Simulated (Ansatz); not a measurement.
**Tc of LiRh (P-6m2) from its phonons**

What Tc do the phonons of LiRh (P-6m2) give, and how does it depend on μ*? The cell shown first is a relaxed one, from steps not shown here.

Method: DFT PBEsol, scalar-relativistic, plane waves, PseudoDojo norm-conserving pseudopotentials, in the first sound run; inputs show where later runs differ, in Ansatz 0.2.0.

Most raw output is cut from this account.

In doubt: the program doubts the meshes or the phonons of the coupling sums, which bears on λ, Tc and transport values.

**1. The cell after earlier relaxation steps**

Symmetry: P-6m2, No. 187, hexagonal system. Conventional cell: a = 2.626 Å, b = 2.626 Å, c = 4.323 Å, α = 90.00°, β = 90.00°, γ = 120.00°. Nearest to Li lie 6 Li at 2.63 Å and 6 Rh at 2.64 Å. Rh has 6 Rh at 2.63 Å and 6 Li at 2.64 Å nearest. Farther neighbours are not listed.

**2. Coupling and resistivity: PseudoDojo files**

The run that gives the couplings also evaluates McMillan's and Allen and Dynes's formulas and, where asked, the Eliashberg equations, over a range of μ*.

File input.yaml:

```yaml
crystal:
  lattice:
    - [2.6258828345, 0.0, 0.0]
    - [-1.3129414172, 2.274081242, 0.0]
    - [0.0, 0.0, 4.323121408]
  atoms:
    - { symbol: Li, position: [0.0, 0.0, 0.5] }
    - { symbol: Rh, position: [0.6666666667, 0.3333333333, 0.0] }
kpoints:
  mp_grid: { grid: [9, 9, 6] }
hamiltonian:
  xc: pbesol
  pseudopotentials: { kind: nc, accuracy: standard }
scf:
  occupations: { method: methfessel_paxton, width: 0.2 }
output:
  eigenvalues: true
phonons:
  method: dfpt
  qmesh: [3, 3, 2]
  temperatures: { t_max: 1000, t_step: 50 }
  qpath:
    path:
      - [[0.0, 0.0, 0.0], [0.5, 0.0, 0.0], [0.33333333, 0.33333333, 0.0], [0.0, 0.0, 0.0], [0.0, 0.0, 0.5], [0.5, 0.0, 0.5], [0.33333333, 0.33333333, 0.5], [0.0, 0.0, 0.5]]
      - [[0.5, 0.0, 0.5], [0.5, 0.0, 0.0]]
      - [[0.33333333, 0.33333333, 0.5], [0.33333333, 0.33333333, 0.0]]
    npoints: 10
  electrical_resistivity:
    mesh: [18, 18, 8]
    temperatures: [20.0, 50.0, 80.0, 100.0, 150.0, 200.0, 273.0, 300.0, 400.0, 500.0, 600.0, 800.0]
  superconductivity: { mesh: [18, 18, 8], eliashberg_equations: false }
```

Run with:

```sh
ansatz run input.yaml --threads 4 --pin off --max-ram 10240MiB --backend cpu --events-out ev --progress --plain --runs-dir out
```

Wall time 3.2 min (4 threads of Arm Neoverse V2, shared host); peak memory 1.6 GiB.

Numbers from this step:

```
volume per atom                                                                : 12.91 Å³
metallic on mesh                                                               : yes
gap on the k-mesh                                                              : 0 eV
zero point energy                                                              : 0.09670 eV/cell
share of imaginary modes in the plain interpolation between solved wavevectors : 3.00e-4
highest frequency, solved or plainly interpolated                              : 505.1 cm⁻¹
Debye temperature (second moment)                                              : 539 K
resistivity at 300 K                                                           : 240.1 μΩ cm, mean of the axes
coupling constant λ                                                            : 0.3142
density of states at the Fermi level                                           : 0.7938 states/eV a spin and cell
log mean phonon energy ħω_log                                                  : 15.73 meV
transport coupling constant λ_tr                                               : 0.4471, 0.4471, 0.4604 (xx, yy, zz)
Drude plasma energy                                                            : 8.326, 8.326, 0.5907 eV (xx, yy, zz)
resistivity times mean free path                                               : 5.185, 5.185, 731.5 × 10⁻¹⁶ Ω m² (xx, yy, zz)
second-moment phonon energy ħω₂                                                : 18.47 meV
coupling λ by branch                                                           : 0.169, 0.054, 0.0822, 0.00241, 0.00344, 0.00334 (branches by rank of frequency)
```

An empty cell: under 1 mK by a formula, or no transition down to the floor of the Eliashberg search. Transition temperatures:

```
  μ*  McMillan Tc (K)  Allen–Dynes Tc (K)
0.08            0.293               0.297
 0.1            0.136               0.138
0.12            0.051              0.0515
0.13            0.028              0.0282
0.14           0.0139               0.014
0.16          0.00228              0.0023
 0.2                -                   -
```

**3. Resistivity: finite displacements**

Finite displacements in a supercell are the other road to force constants and couplings; here with the base functional.

This step: DFT PBEsol, scalar-relativistic, plane waves, PAW (Ansatz 0.2.0).

input.yaml: that of step 2 with these lines changed.

```diff
@@ -2,5 +2,5 @@
   lattice:
-    - [2.6258828345, 0.0, 0.0]
-    - [-1.3129414172, 2.274081242, 0.0]
-    - [0.0, 0.0, 4.323121408]
+    - [2.6246633118, 0.0, 0.0]
+    - [-1.3123316559, 2.2730251044, 0.0]
+    - [0.0, 0.0, 4.3213007436]
   atoms:
@@ -12,3 +12,2 @@
   xc: pbesol
-  pseudopotentials: { kind: nc, accuracy: standard }
 scf:
@@ -18,4 +17,4 @@
 phonons:
-  method: dfpt
-  qmesh: [3, 3, 2]
+  method: fd
+  supercell: [3, 3, 2]
   temperatures: { t_max: 1000, t_step: 50 }
```

Wall time 2.6 min (4 threads); peak memory 3.1 GiB.

Numbers from this step:

```
volume per atom                      : 12.89 Å³
zero point energy                    : 0.09663 eV/cell
resistivity at 300 K                 : 241.6 μΩ cm, mean of the axes
coupling constant λ                  : 0.3127
density of states at the Fermi level : 0.7897 states/eV a spin and cell
transport coupling constant λ_tr     : 0.4454, 0.4454, 0.4556 (xx, yy, zz)
Drude plasma energy                  : 8.306, 8.306, 0.5899 eV (xx, yy, zz)
resistivity times mean free path     : 5.206, 5.206, 733.5 × 10⁻¹⁶ Ω m² (xx, yy, zz)
second-moment phonon energy ħω₂      : 18.48 meV
coupling λ by branch                 : 0.168, 0.054, 0.0817, 0.00243, 0.00343, 0.00338 (branches by rank of frequency)
```

An empty cell: under 1 mK by a formula, or no transition down to the floor of the Eliashberg search. Transition temperatures:

```
  μ*  McMillan Tc (K)  Allen–Dynes Tc (K)
0.08            0.283               0.287
 0.1             0.13               0.132
0.12           0.0482              0.0486
0.13           0.0262              0.0264
0.14           0.0128               0.013
0.16          0.00204             0.00206
 0.2                -                   -
```

**4. Electron–phonon run: r2SCAN at its own relaxed cell**

The functional sets the lattice constant, the bands and the force constants.

This step: DFT r2SCAN, scalar-relativistic, plane waves, PAW (Ansatz 0.2.0).

input.yaml: that of step 3 with these lines changed.

```diff
@@ -2,5 +2,5 @@
   lattice:
-    - [2.6246633118, 0.0, 0.0]
-    - [-1.3123316559, 2.2730251044, 0.0]
-    - [0.0, 0.0, 4.3213007436]
+    - [2.6404086181, 0.0, 0.0]
+    - [-1.320204309, 2.2866609396, 0.0]
+    - [0.0, 0.0, 4.323313042]
   atoms:
@@ -11,3 +11,3 @@
 hamiltonian:
-  xc: pbesol
+  xc: r2scan
 scf:
@@ -17,4 +17,4 @@
 phonons:
-  method: fd
-  supercell: [3, 3, 2]
+  method: dfpt
+  qmesh: [3, 3, 2]
   temperatures: { t_max: 1000, t_step: 50 }
```

Wall time 4.8 min (4 threads); peak memory 2.9 GiB.

This step gave:

```
volume per atom                                   : 13.05 Å³
zero point energy                                 : 0.09457 eV/cell
highest frequency, solved or plainly interpolated : 503.4 cm⁻¹
Debye temperature (second moment)                 : 529 K
resistivity at 300 K                              : 177.9 μΩ cm, mean of the axes
coupling constant λ                               : 0.3395
density of states at the Fermi level              : 0.7563 states/eV a spin and cell
log mean phonon energy ħω_log                     : 15.29 meV
transport coupling constant λ_tr                  : 0.4893, 0.4893, 0.3458 (xx, yy, zz)
Drude plasma energy                               : 8.217, 8.217, 0.7252 eV (xx, yy, zz)
resistivity times mean free path                  : 5.4, 5.4, 566.4 × 10⁻¹⁶ Ω m² (xx, yy, zz)
second-moment phonon energy ħω₂                   : 18.10 meV
coupling λ by branch                              : 0.18, 0.0603, 0.0882, 0.00266, 0.00403, 0.00408 (branches by rank of frequency)
```

An empty cell: under 1 mK by a formula, or no transition down to the floor of the Eliashberg search. Transition temperatures:

```
  μ*  McMillan Tc (K)  Allen–Dynes Tc (K)
0.08            0.474               0.481
 0.1            0.251               0.254
0.12            0.113               0.115
0.13           0.0704              0.0711
0.14           0.0408              0.0412
0.16           0.0105              0.0106
 0.2                -                   -
```

The Eliashberg function α²F has structure finer than the step of the table below, so its rows give means over 2 meV, whole bins alone (the curve runs from 0.239 to 61.1 meV). Peaks (meV: height): α²F 14.1: 0.348, 18.9: 0.18, 25.1: 0.209, 52.9: 0.0441; α²F tr 14.1: 0.417, 18.9: 0.277, 24.7: 0.331.

Eliashberg function α²F against phonon energy; means over each step:

```
phonon energy (meV)      α²F   α²F tr
                  2   3.3e-4   6.3e-5
                  4  0.00311   6.5e-4
                  6   0.0109  0.00415
                  8   0.0221   0.0185
                 10   0.0608   0.0701
                 12    0.174    0.207
                 14    0.298    0.370
                 16    0.122    0.186
                 18    0.107    0.151
                 20   0.0928    0.134
                 22    0.120    0.174
                 24    0.195    0.311
                 26   0.0934    0.153
                 28  0.00334   0.0201
                 30  0.00295  0.00722
                 32  0.00314  0.00524
                 34  0.00423  0.00556
                 36  0.00448  0.00547
                 38  0.00437  0.00599
                 40  0.00330  0.00550
                 42  0.00222  0.00423
                 44  0.00162  0.00299
                 46  0.00133  0.00226
                 48  0.00450  0.00710
                 50   0.0207   0.0213
                 52   0.0205   0.0154
                 54   0.0148  0.00796
                 56  0.00889  0.00860
                 58  0.00634  0.00649
                 60  0.00291  0.00179
```

The Eliashberg function α²F has structure finer than the step of the table below, so its rows give means over 2.5 meV, whole bins alone (the curve runs from 0.239 to 61.1 meV). Peaks (meV: height): α²F 14.13: 0.348, 18.92: 0.18, 25.15: 0.209, 52.93: 0.0441; Li 50.05: 0.035, 52.93: 0.0434; Rh 14.13: 0.343, 18.92: 0.178, 25.15: 0.203.

The Eliashberg function α²F by phonon energy; means over each step:

```
phonon energy (meV)      α²F       Li       Rh
                2.5   7.6e-4   3.8e-5   7.2e-4
                5.0  0.00653   3.1e-4  0.00621
                7.5   0.0187   6.7e-4   0.0180
               10.0   0.0623  0.00194   0.0603
               12.5    0.212  0.00409    0.208
               15.0    0.231  0.00374    0.227
               17.5   0.0917  0.00153   0.0901
               20.0   0.0973  0.00140   0.0959
               22.5    0.145  0.00434    0.141
               25.0    0.167  0.00524    0.162
               27.5  0.00870  0.00314  0.00557
               30.0  0.00296  0.00287   1.0e-4
               32.5  0.00341  0.00336   1.0e-4
               35.0  0.00442  0.00432   1.0e-4
               37.5  0.00445  0.00439   1.0e-4
               40.0  0.00331  0.00330   2.1e-5
               42.5  0.00205  0.00203        0
               45.0  0.00143  0.00142        0
               47.5  0.00283  0.00281   2.0e-5
               50.0   0.0191   0.0186   5.2e-4
               52.5   0.0225   0.0221   4.0e-4
               55.0  0.00903  0.00901   5.4e-6
               57.5  0.00703  0.00703        0
```

**5. Results**

```json
{"meshes": "q 3×3×2, k 9×9×6, scattering 18×18×8", "coupling constant λ": "0.340", "log mean phonon energy ħω_log": "15.3 meV", "Allen–Dynes Tc at μ* = 0.1": "0.254 K", "Allen–Dynes Tc at μ* = 0.13": "0.0711 K"}
```

**Reading.** In the last run (r2SCAN, q 3×3×2, k 9×9×6, scattering 18×18×8), with λ = 0.34 and ħω_log = 15.3 meV, Tc at μ* = 0.13 is 0.070 K by McMillan's formula and 0.071 K by Allen and Dynes's. Raising μ* from 0.10 to 0.16 lowers the Allen–Dynes value from 0.25 to 0.011 K. By the run's own test λ is not converged in the fine mesh: it moves by 6 % between the two finest. The run's transport test calls it not converged in the mesh; ρ(300 K) moves by 73 % in the component that moves most. In 3 of the runs shown, the last among them, the interpolated phonons dip below zero somewhere, which the program warns of. These meshes are coarse. Over the runs, λ takes the values 0.314, 0.313 and 0.340, in the order shown. μ* is a typed number, phonons are harmonic, and spin fluctuations are left out; at μ* = 0.13 McMillan's formula turns 1 % in λ into about 11 % in Tc.

[Logs are printed without paths, hosts, clocks, repeated set-up lines and the standing remarks that a program may print on its own settings, such as how far it seeks lower states.]

[Hosts, paths, dates, database ids (printed as entryN), source tags and the programs' standing remarks are cut or masked in the printed files.]
